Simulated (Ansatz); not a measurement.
**GeF2 (model cell, started as rutile): a soft mode frozen in**

Aim: this structure of GeF2 (model cell, started as rutile) is to be tested for unstable modes, and one is followed downhill.

Method: DFT PBE, scalar-relativistic, plane waves, PAW, in Ansatz 0.2.0.

The structure was built from a prototype and need not be the compound's stable phase.

## Step 1: The starting structure

The structure is tetragonal, space group P4_2/mnm (No. 136). Conventional cell: a = 5.239 Å, b = 5.239 Å, c = 3.549 Å, α = 90.00°, β = 90.00°, γ = 90.00°. Nearest to Ge lie 6 F at 2.25 to 2.30 Å. Nearest to F lie 3 Ge at 2.25 to 2.30 Å. Farther neighbours and most contacts between anions are not listed.

## Step 2: Phonons on a q mesh

The cell comes from relaxations at this level that are not shown. Stability and thermal properties need the whole zone. Linear response on a 2×2×4 q mesh gives force constants as far as a supercell of that size would, and the tensors from the zone-centre run are typed in so that the long-range dipole term is interpolated apart.

input.yaml

```yaml
crystal:
  lattice:
    - [5.2390464767, 0.0, 0.0]
    - [0.0, 5.2390464767, 0.0]
    - [0.0, 0.0, 3.5488479333]
  atoms:
    - { symbol: Ge, position: [0.0, 0.0, 0.0] }
    - { symbol: Ge, position: [0.5, 0.5, 0.5] }
    - { symbol: F, position: [0.3030272295, 0.3030272295, 0.0] }
    - { symbol: F, position: [0.6969727705, 0.6969727705, 0.0] }
    - { symbol: F, position: [0.8030272295, 0.1969727705, 0.5] }
    - { symbol: F, position: [0.1969727705, 0.8030272295, 0.5] }
kpoints:
  mp_grid: { grid: [4, 4, 8] }
hamiltonian:
  xc: pbe
scf:
  occupations: { method: fixed }
output:
  eigenvalues: true
phonons:
  method: dfpt
  qmesh: [2, 2, 4]
  temperatures: { t_max: 1000, t_step: 50 }
  qpath:
    path:
      - [[0.0, 0.0, 0.0], [0.0, 0.5, 0.0], [0.5, 0.5, 0.0], [0.0, 0.0, 0.0], [0.0, 0.0, 0.5], [0.0, 0.5, 0.5], [0.5, 0.5, 0.5], [0.0, 0.0, 0.5]]
      - [[0.0, 0.5, 0.0], [0.0, 0.5, 0.5]]
      - [[0.5, 0.5, 0.0], [0.5, 0.5, 0.5]]
    npoints: 10
  non_analytic_term:
    high_frequency_dielectric_tensor: [[3.6297, 0.0, 0.0], [0.0, 3.6297, 0.0], [0.0, 0.0, 3.6879]]
    born_effective_charges:
      - { species: Ge, tensor: [[3.208, 0.597, 0.0], [0.597, 3.208, 0.0], [0.0, 0.0, 3.7421]] }
      - { species: Ge, tensor: [[3.208, -0.597, 0.0], [-0.597, 3.208, 0.0], [0.0, 0.0, 3.7421]] }
      - { species: F, tensor: [[-1.604, -1.2559, 0.0], [-1.2559, -1.604, 0.0], [0.0, 0.0, -1.871]] }
      - { species: F, tensor: [[-1.604, -1.2559, 0.0], [-1.2559, -1.604, 0.0], [0.0, 0.0, -1.871]] }
      - { species: F, tensor: [[-1.604, 1.2559, 0.0], [1.2559, -1.604, 0.0], [0.0, 0.0, -1.871]] }
      - { species: F, tensor: [[-1.604, 1.2559, 0.0], [1.2559, -1.604, 0.0], [0.0, 0.0, -1.871]] }
    source: "zone-centre run at this cell"
```

Run with:

```bash
$ ansatz run input.yaml --threads 8 --pin off --max-ram 14336MiB --backend cpu --events-out ev --progress --plain --runs-dir out
```

Numbers of over 12 decimals in the logs are rounded to 6 here.

What it wrote:

```text
Warning: phonons: the dynamical matrix that this run interpolates holds no multipole term above the dipole-dipole one, and a site of this crystal is no centre of inversion, so its interpolated transverse optical and acoustic branches and sound speeds can stay off near Gamma, and the density of states and the thermodynamics with them. What a run solves at a wave vector of phonons.qpoints, Gamma apart, where the deck admits one, is free of this, and under fd what a larger phonons.supercell samples
Engine: ansatz 0.2.0, aarch64-unknown-linux-gnu
Pseudopotentials: kind: paw
Pseudopotential: Ge, paw, valence charge 14, recommended cutoff 420 eV (normal), Ge.paw.azcp
Pseudopotential: F, paw, valence charge 7, recommended cutoff 420 eV (normal), F.paw.azcp
Functional definition: PBE
  parameter kappa = 0.804
  parameter beta = 0.066725
  exchange = pbe_x(kappa = kappa, mu = beta*pi^2/3)
  correlation = pbe_c(beta = beta)
Crystal: 6 atoms, lattice volume = 97.407 Å³
Basis set: ecut = 420 eV, 1915 PW (Γ), exchange–correlation on 72×72×48 points (8 copies of the dense FFT grid, shifted against one another)
Bands: 34, of which v1, the nominal top of the filled ones, is band 28 counted from 1 (27 counted from 0)
Symmetry: 16 space group operations
k-points: 30 of 128
Non-local potential: Ge, projectors of the file, l = 0: 2, l = 1: 2, l = 2: 3, l = 3: 1
Non-local potential: F, projectors of the file, l = 0: 2, l = 1: 2, l = 2: 1
PAW form: soft (Blöchl's): semilocal exchange-correlation on the pseudo side does not see the compensation charge
PAW one-centre angular grid: Ge, 590 points (default); XC on 64 Gauss nodes
PAW one-centre angular grid: F, 110 points (default); XC on 64 Gauss nodes
Initial density: superposition of atomic densities (neutral atoms: chi_scale 0, normalization atom), corrected by the library's trained network
Initial wavefunctions: pseudopotential atomic-orbital guess
Functional: x = pbe(κ = 0.804, μ = 0.219515), c = pbe(β = 0.066725)
SCF iter   1: F=—  HF=-11823.999544 eV  |F-HF|=—  |Δ(HF+E_count)|=         —  Δρ=2.88e-3  dr2=2.74e-3  ethr=1.77e-3  ⟨swp⟩=4.0  Hψ=3561  notcnv=0  defer=87
preconditioner: auto → Resta (q_TF=auto, 2.488 Å⁻¹)  ε∞=3.2  [insulator: Δε(μ)=3.017 eV  Ē_g=19.014 eV  n_scr=30 (ndim 8)  ℏωp=28.2 eV  f_vac=0.196  ε∞_Penn≈3.2]
SCF iter   2: F=—  HF=-11823.999345 eV  |F-HF|=—  |Δ(HF+E_count)|=   1.99e-4  Δρ=1.48e-3  dr2=5.01e-4  ethr=4.89e-6  ⟨swp⟩=2.0  Hψ=2161  notcnv=0  defer=119
SCF iter   3: F=—  HF=-11823.999605 eV  |F-HF|=—  |Δ(HF+E_count)|=   2.60e-4  Δρ=6.56e-4  dr2=1.28e-4  ethr=8.94e-7  ⟨swp⟩=2.0  Hψ=1841  notcnv=0  defer=114
SCF iter   4: F=—  HF=-11823.999771 eV  |F-HF|=—  |Δ(HF+E_count)|=   1.66e-4  Δρ=8.16e-5  dr2=5.20e-6  ethr=2.28e-7  ⟨swp⟩=2.0  Hψ=1447  notcnv=0  defer=112
SCF iter   5: F=—  HF=-11823.999784 eV  |F-HF|=—  |Δ(HF+E_count)|=   1.29e-5  Δρ=5.17e-5  dr2=1.53e-6  ethr=9.29e-9  ⟨swp⟩=2.0  Hψ=1809  notcnv=0  defer=51
SCF iter   6: F=—  HF=-11823.999782 eV  |F-HF|=—  |Δ(HF+E_count)|=   1.55e-6  Δρ=1.40e-5  dr2=1.94e-7  ethr=2.73e-9  ⟨swp⟩=2.0  Hψ=1809  notcnv=0  defer=51
SCF iter   7: F=—  HF=-11823.999783 eV  |F-HF|=—  |Δ(HF+E_count)|=   1.29e-7  Δρ=4.76e-6  dr2=1.50e-8  ethr=3.46e-10  ⟨swp⟩=2.0  Hψ=1809  notcnv=0  defer=51
SCF iter   8: F=—  HF=-11823.999783 eV  |F-HF|=—  |Δ(HF+E_count)|=   4.33e-9  Δρ=5.69e-7  dr2=2.99e-10  ethr=2.67e-11  ⟨swp⟩=2.0  Hψ=1809  notcnv=0  defer=51
SCF iter   9: F=-11823.999783 eV  HF=-11823.999783 eV  |F-HF|=0.00e0  |Δ(HF+E_count)|=  3.27e-10  Δρ=6.18e-8  dr2=3.13e-12  ethr=1.00e-12  ⟨swp⟩=8.9  Hψ=6106  notcnv=0
SCF 1 converged in 9 iterations: F = -11823.999783 eV  dr2 = 3.13e-12
  greatest PAW one-centre occupation: 0.999 electrons in one spin orbital (limit 2), on the Ge atom at site 0 (counted from 0), in its partial waves of l = 2
NSCF: frozen V_eff on 30 k-points
NSCF: frozen V_eff on 50 k-points
DFPT response loops at q = (0, 0, 0) (fractional): preconditioner auto → none (the input reference at scf.mixing.eps_inf says where Resta's filter doesn't serve); β = 0.50; Broyden in place of MSR1
NSCF: frozen V_eff on 160 k-points
DFPT response loops at q = (0, 0, 0.25) (fractional): mixed as the last ones told, above
NSCF: frozen V_eff on 100 k-points
DFPT response loops at q = (0, 0, -0.5) (fractional): mixed as the last ones told, above
NSCF: frozen V_eff on 100 k-points
DFPT response loops at q = (0, -0.5, 0) (fractional): mixed as the last ones told, above
NSCF: frozen V_eff on 160 k-points
DFPT response loops at q = (0, -0.5, 0.25) (fractional): mixed as the last ones told, above
NSCF: frozen V_eff on 100 k-points
DFPT response loops at q = (0, -0.5, -0.5) (fractional): mixed as the last ones told, above
NSCF: frozen V_eff on 100 k-points
DFPT response loops at q = (-0.5, -0.5, 0) (fractional): mixed as the last ones told, above
NSCF: frozen V_eff on 160 k-points
DFPT response loops at q = (-0.5, -0.5, 0.25) (fractional): mixed as the last ones told, above
NSCF: frozen V_eff on 100 k-points
DFPT response loops at q = (-0.5, -0.5, -0.5) (fractional): mixed as the last ones told, above
SCF converged after 9 iterations
Free energy (F): -11823.999783 eV
Harris-Foulkes:  -11823.999783 eV  (|F-HF|=0.00e0)
Internal energy: -11823.999783 eV  (E = F + TS)
E sigma→0 (E₀):  -11823.999783 eV
Fermi energy:    3.679640 eV
--- Per-component energies (eV) ---
  E_band       = -569.699934
  E_kinetic    = 1037.305452
  E_local      = -7550.890682  (includes V_loc(G=0)·N_el)
  E_nonlocal   = 1114.553237
  E_hartree    = 3109.363694
  E_xc         = -468.051776
  E_vxc        = -534.149232  (∫ρ·V_xc dr)
  E_paw        = -4822.533026  (= ΣΔE_a)
  E_vpaw       = -855.255109  (= ΣTr[D̂ρ^β])
  E_aug_tail   = 0.008984  (compensation charges beyond the density's cutoff)
  E_ewald      = -4243.755665
  E_smearing   = -0.000000  (= −TS)
  E_closure    = 0.000000  (closes the sum)
  Σ components = -11823.999783   (vs F -11823.999783, Δ=0.00e0)
--- Band table (eV; the first three rows and the last of 30) ---
  k-point 0: bands = [... 24 lower, 0.5357, 0.5357, 0.8124, 3.5855, 6.6807, 6.6807, 9.3442, 9.8682, ... 2 higher]
  k-point 1: bands = [... 24 lower, 0.5177, 0.5797, 0.7730, 3.6408, 6.9965, 6.9965, 8.9662, 9.8610, ... 2 higher]
  k-point 2: bands = [... 24 lower, 0.4537, 0.6556, 1.4938, 3.6796, 7.7614, 7.7614, 8.3885, 9.5842, ... 2 higher]
  k-point 29: bands = [... 24 lower, 0.4925, 0.4925, 2.4900, 2.4900, 8.5352, 8.5352, 8.8052, 8.8052, ... 2 higher]
--- Phonons (Γ-DFPT): 4 representative perturbations + reference (Σ response iterations 14) ---
  ASR residual: 3.413e-5 → 0.000e0 eV/Å²; symmetrization residual: 9.301e-6 eV/Å²
  ASR residual per site (eV/Å²): 3.41e-5 3.41e-5 9.50e-6 9.50e-6 9.50e-6 9.50e-6
  Γ frequencies (cm⁻¹): -192.42 -176.62 -176.62 -116.67 0.00 0.00 0.00 61.73 91.75 120.87 120.87 174.77 176.47 176.47 202.92 202.92 244.11 372.23
--- Phonons (arbitrary-q DFPT): 9 irreducible q on the 2×2×4 mesh ---
  q = [0.0000, 0.0000, 0.0000] (star 1, of the zone-centre solve; hermiticity 3.72e-6, symmetrization 4.53e-12): -192.42 -176.62 -176.62 -116.67 -0.00 -0.00 -0.00 61.73 91.75 120.87 120.87 174.77 176.47 176.47 202.92 202.92 244.11 372.23
  q = [0.0000, 0.0000, 0.2500] (star 2, 4 solved perturbations in 272 linear systems a pass and spin channel, the states on 80 of 128 k-point pairs; hermiticity 4.39e-7, symmetrization 5.04e-13): -181.76 -181.76 -124.83 49.86 49.86 86.38 109.45 109.45 120.74 126.00 126.00 155.98 162.18 175.33 175.33 212.39 349.73 360.94
  q = [0.0000, 0.0000, -0.5000] (star 1, 4 solved perturbations in 170 linear systems a pass and spin channel, the states on 50 of 128 k-point pairs; hermiticity 3.80e-7, symmetrization 3.26e-8): -190.42 -190.42 -72.72 -72.72 85.37 85.37 121.30 121.30 124.73 124.73 128.73 128.73 129.31 129.31 201.23 201.23 331.32 331.32
  q = [0.0000, -0.5000, 0.0000] (star 2, 6 solved perturbations on 50 of 128 k-point pairs; hermiticity 9.76e-6, symmetrization 4.88e-6): -157.14 -157.14 37.24 37.24 63.25 63.25 107.33 107.33 134.45 134.45 165.51 165.51 177.07 177.07 181.63 181.63 370.38 370.38
  q = [0.0000, -0.5000, 0.2500] (star 4, 6 solved perturbations on 80 of 128 k-point pairs; hermiticity 1.78e-5, symmetrization 8.89e-6): -187.87 -187.87 -60.93 -60.93 74.59 74.59 90.28 90.28 125.22 125.22 141.12 141.12 182.01 182.01 192.55 192.55 345.32 345.32
  q = [0.0000, -0.5000, -0.5000] (star 2, 6 solved perturbations on 50 of 128 k-point pairs; hermiticity 8.91e-6, symmetrization 4.43e-6): -216.29 -216.29 -180.62 -180.62 72.42 72.42 100.44 100.44 119.43 119.43 122.21 122.21 196.45 196.45 231.02 231.02 317.65 317.65
  q = [-0.5000, -0.5000, 0.0000] (star 1, 4 solved perturbations in 170 linear systems a pass and spin channel, the states on 50 of 128 k-point pairs; hermiticity 8.09e-6, symmetrization 3.95e-6): -169.16 -169.16 -162.13 -162.13 41.03 41.03 71.59 71.59 96.57 96.57 110.13 110.13 178.19 178.19 237.86 237.86 352.77 352.77
  q = [-0.5000, -0.5000, 0.2500] (star 2, 4 solved perturbations in 272 linear systems a pass and spin channel, the states on 80 of 128 k-point pairs; hermiticity 1.11e-5, symmetrization 7.28e-6): -173.44 -173.44 57.63 57.63 74.58 74.58 97.26 97.26 109.67 109.67 124.95 124.95 147.55 147.55 206.29 206.29 329.54 329.54
  q = [-0.5000, -0.5000, -0.5000] (star 1, 4 solved perturbations in 170 linear systems a pass and spin channel, the states on 50 of 128 k-point pairs; hermiticity 6.17e-6, symmetrization 3.07e-6): -181.42 -181.42 -59.84 -59.84 61.23 61.23 109.14 109.14 140.01 140.01 147.82 147.82 156.21 156.21 199.33 199.33 301.79 301.79
  sum rule: each row above includes the acoustic sum rule's correction from the zone centre's row sums; it moved no ω² by more than (0.45 cm⁻¹)²
  mesh force constants: q→R imaginary residual 1.41e-17; ASR residual 3.413e-5 → 0.000e0 eV/Å²; symmetrization residual 2.808e-15 eV/Å²
  interpolated dispersion: 94 rows × 18 modes
  density of states and harmonic sums: on the 12×12×20 q-mesh, interpolated from the force constants of a 2×2×4 supercell (with the dipole–dipole term of supplied tensors)
  largest difference from the sums on the solved wave vectors: F 5.57e-3 eV, S 6.76e-6 and C_V 2.65e-6 eV/K
  zero-point energy: 0.142758 eV/cell   skipped modes (ω ≤ 0): 1092, of them read as no rigid motion or as one in doubt: 1089 (3.553e0 modes/cell left out, lowest -216.29 cm⁻¹)   left out of the sums: 1.97e-1 of the cell's modes: C_V's classical limit lies that fraction below 3 k_B per atom; for a crystal, a wire or a layer, F and S can be off by more, and a phonons.interpolated_qmesh denser along its periods is the remedy for the sampling
```

Run time: 1.9 min. Hardware: 8 threads of Arm Neoverse V2, shared host; peak memory 1.1 GiB; 14 min of CPU time.

A gap read on the k-mesh alone can miss the band edges.

Numbers from this step:

| Item | Value |
| --- | --- |
| gap on the k-mesh | 3.001 eV |
| volume per atom | 16.23 Å³ |
| sum-rule residual before enforcement | 3.41e-5 eV/Å² |
| lowest frequency on the path | -216.3 cm⁻¹ |
| point group | 4/mmm |
| highest frequency on the path or at a solved wavevector | 389.6 cm⁻¹ |
| highest optical mode at the zone centre (no LO-TO term) | 372.2 cm⁻¹ |
| lowest optical zone-centre mode | -192.4 cm⁻¹ |
| lowest mode on the q mesh (acoustic modes at Γ apart) | -216.3 cm⁻¹ |

Frequencies (cm⁻¹) solved at each irreducible wavevector; negative means imaginary. Frequencies by wavevector, by row:

| q in reciprocal lattice units | star | mode 1 | mode 2 | mode 3 | mode 4 | mode 16 | mode 17 | mode 18 |
| --- | --- | --- | --- | --- | --- | --- | --- | --- |
| 0 0 0 | 1 | -192.4 | -176.6 | -176.6 | -116.7 | 202.9 | 244.1 | 372.2 |
| 0 0 0.25 | 2 | -181.8 | -181.8 | -124.8 | 49.9 | 212.4 | 349.7 | 360.9 |
| 0 0 -0.5 | 1 | -190.4 | -190.4 | -72.7 | -72.7 | 201.2 | 331.3 | 331.3 |
| 0 -0.5 0 | 2 | -157.1 | -157.1 | 37.2 | 37.2 | 181.6 | 370.4 | 370.4 |
| 0 -0.5 0.25 | 4 | -187.9 | -187.9 | -60.9 | -60.9 | 192.6 | 345.3 | 345.3 |
| 0 -0.5 -0.5 | 2 | -216.3 | -216.3 | -180.6 | -180.6 | 231 | 317.6 | 317.6 |
| -0.5 -0.5 0 | 1 | -169.2 | -169.2 | -162.1 | -162.1 | 237.9 | 352.8 | 352.8 |
| -0.5 -0.5 0.25 | 2 | -173.4 | -173.4 | 57.6 | 57.6 | 206.3 | 329.5 | 329.5 |
| -0.5 -0.5 -0.5 | 1 | -181.4 | -181.4 | -59.8 | -59.8 | 199.3 | 301.8 | 301.8 |

Interpolated from a 2×2×4 q mesh, with the LO-TO term (at Γ the limit along the path; where Γ stands inside the path, tables give the limit on arrival). The phonon branches at the labelled points (cm⁻¹):

| point | branch 1 | branch 2 | branch 3 | branch 4 | branch 15 | branch 16 | branch 17 | branch 18 |
| --- | --- | --- | --- | --- | --- | --- | --- | --- |
| Γ | -192 | -177 | -117 | 0 | 203 | 244 | 372 | 377 |
| halfway | -182 | -129 | -129 | 34 | 204 | 225 | 370 | 375 |
| X | -157 | -157 | 37 | 37 | 182 | 182 | 370 | 370 |
| halfway | -160 | -160 | -97 | -97 | 211 | 211 | 368 | 368 |
| M | -169 | -169 | -162 | -162 | 238 | 238 | 353 | 353 |
| halfway | -176 | -159 | -139 | 47 | 179 | 227 | 360 | 388 |
| Γ | -192 | -177 | -117 | 0 | 203 | 244 | 372 | 377 |
| halfway | -182 | -182 | -125 | 50 | 175 | 212 | 350 | 361 |
| Z | -190 | -190 | -73 | -73 | 201 | 201 | 331 | 331 |
| halfway | -192 | -192 | -166 | -166 | 215 | 215 | 326 | 326 |
| R | -216 | -216 | -181 | -181 | 231 | 231 | 318 | 318 |
| halfway | -188 | -188 | -161 | -161 | 220 | 220 | 311 | 311 |
| A | -181 | -181 | -60 | -60 | 199 | 199 | 302 | 302 |
| halfway | -202 | -189 | -186 | -89 | 200 | 230 | 314 | 324 |
| Z | -190 | -190 | -73 | -73 | 201 | 201 | 331 | 331 |
| jump to X | -157 | -157 | 37 | 37 | 182 | 182 | 370 | 370 |
| halfway | -188 | -188 | -61 | -61 | 192 | 192 | 345 | 345 |
| R | -216 | -216 | -181 | -181 | 231 | 231 | 318 | 318 |
| jump to M | -169 | -169 | -162 | -162 | 238 | 238 | 353 | 353 |
| halfway | -173 | -173 | 58 | 58 | 206 | 206 | 330 | 330 |
| A | -181 | -181 | -60 | -60 | 199 | 199 | 302 | 302 |

Symmetry leaves 9 wavevectors to solve. The lowest mode among them, the acoustic zeros apart, lies at q = (0, -0.5, -0.5) and is imaginary, 216.3i cm⁻¹, so the energy falls along it.

## Step 3: The mode frozen in, largest atomic shift 0 Å

The mode followed lies at q = (0, -0.5, -0.5) with frequency 216.3i cm⁻¹ and is 2-fold degenerate, the softest among the wavevectors solved. At small amplitude the distorted cell has space group no. 12 by a symmetry search on the positions. The undistorted cell that holds it gives the zero of energy on the same k mesh.

System of this step: GeF2 (model cell, started as rutile). It takes space group P4_2/mnm (No. 136, tetragonal). The conventional cell has a = 5.239 Å, b = 5.239 Å, c = 3.549 Å, α = 90.00°, β = 90.00°, γ = 90.00°. Nearest to Ge lie 6 F at 2.25 to 2.30 Å. F has 3 Ge at 2.25 to 2.30 Å nearest. Farther neighbours and most contacts between anions are not listed.

input.yaml

```yaml
crystal:
  lattice:
    - [-5.2390464767, 0.0, 0.0]
    - [0.0, -5.2390464767, -3.5488479333]
    - [0.0, -5.2390464767, 3.5488479333]
  atoms:
    - { symbol: Ge, position: [0.0, 0.5, 0.5] }
    - { symbol: Ge, position: [0.0, 0.0, 0.0] }
    - { symbol: Ge, position: [0.5, 1.0, 0.5] }
    - { symbol: Ge, position: [0.5, 0.5, 0.0] }
    - { symbol: F, position: [0.6969727705, 0.3484863852, 0.3484863852] }
    - { symbol: F, position: [0.6969727705, 0.8484863852, 0.8484863852] }
    - { symbol: F, position: [0.3030272295, 0.1515136148, 0.1515136148] }
    - { symbol: F, position: [0.3030272295, 0.6515136148, 0.6515136148] }
    - { symbol: F, position: [0.1969727705, 0.1515136147, 0.6515136148] }
    - { symbol: F, position: [0.1969727705, 0.6515136147, 0.1515136148] }
    - { symbol: F, position: [0.8030272295, 0.8484863852, 0.3484863852] }
    - { symbol: F, position: [0.8030272295, 0.3484863852, 0.8484863852] }
kpoints:
  mp_grid: { grid: [4, 4, 4] }
hamiltonian:
  xc: pbe
scf:
  occupations: { method: gaussian, width: 0.02 }
output:
  forces: true
  stress: true
  eigenvalues: true
```

What it wrote:

```text
[...]
Crystal: 12 atoms, lattice volume = 194.815 Å³
Basis set: ecut = 420 eV, 3815 PW (Γ), exchange–correlation on 72×90×90 points (8 copies of the dense FFT grid, shifted against one another)
Bands: 68, of which v1, the nominal top of the filled ones, is band 56 counted from 1 (55 counted from 0)
Symmetry: 16 space group operations
[...]
k-points: 21 of 64
[...]
k-point 0: bands = [... 52 lower, 0.8124, 3.1590, 3.1590, 3.5854, 6.6807, 6.6807, 7.0917, 7.0917, ... 5 higher]
  k-point 1: bands = [... 52 lower, 0.7732, 2.7477, 3.2323, 3.5332, 7.0518, 7.0616, 7.3711, 7.4754, ... 5 higher]
  k-point 2: bands = [... 52 lower, 1.7924, 1.7924, 3.3957, 3.3957, 7.7536, 7.7536, 7.8256, 7.8256, ... 5 higher]
  k-point 20: bands = [... 52 lower, 2.2290, 2.2290, 3.1590, 3.1590, 6.8687, 6.8687, 7.0917, 7.0917, ... 5 higher]
[key lines of the parts left out:]
SCF converged after 7 iterations
Free energy (F): -23647.999516 eV
Fermi energy:    5.180130 eV
P = ⅓ Tr σ = -0.0014 GPa (-0.014 kbar)
```

Elapsed: 1.9 s, on 8 threads; peak memory 0.92 GiB.

Numbers from this step:

```yaml
pressure: -0.001448 GPa
energy_from_the_undistorted_cell: 0 meV/atom
```

At this level the gap is 3.00 eV on the k-mesh of the self-consistent run, which can miss the band edges.

[end of part 1 of 3]

[Logs are printed without paths, hosts, clocks, repeated set-up lines and the standing remarks that a program may print on its own settings, such as how far it seeks lower states.]

[Hosts, paths, dates, database ids (printed as entryN), source tags and the programs' standing remarks are cut or masked in the printed files.]
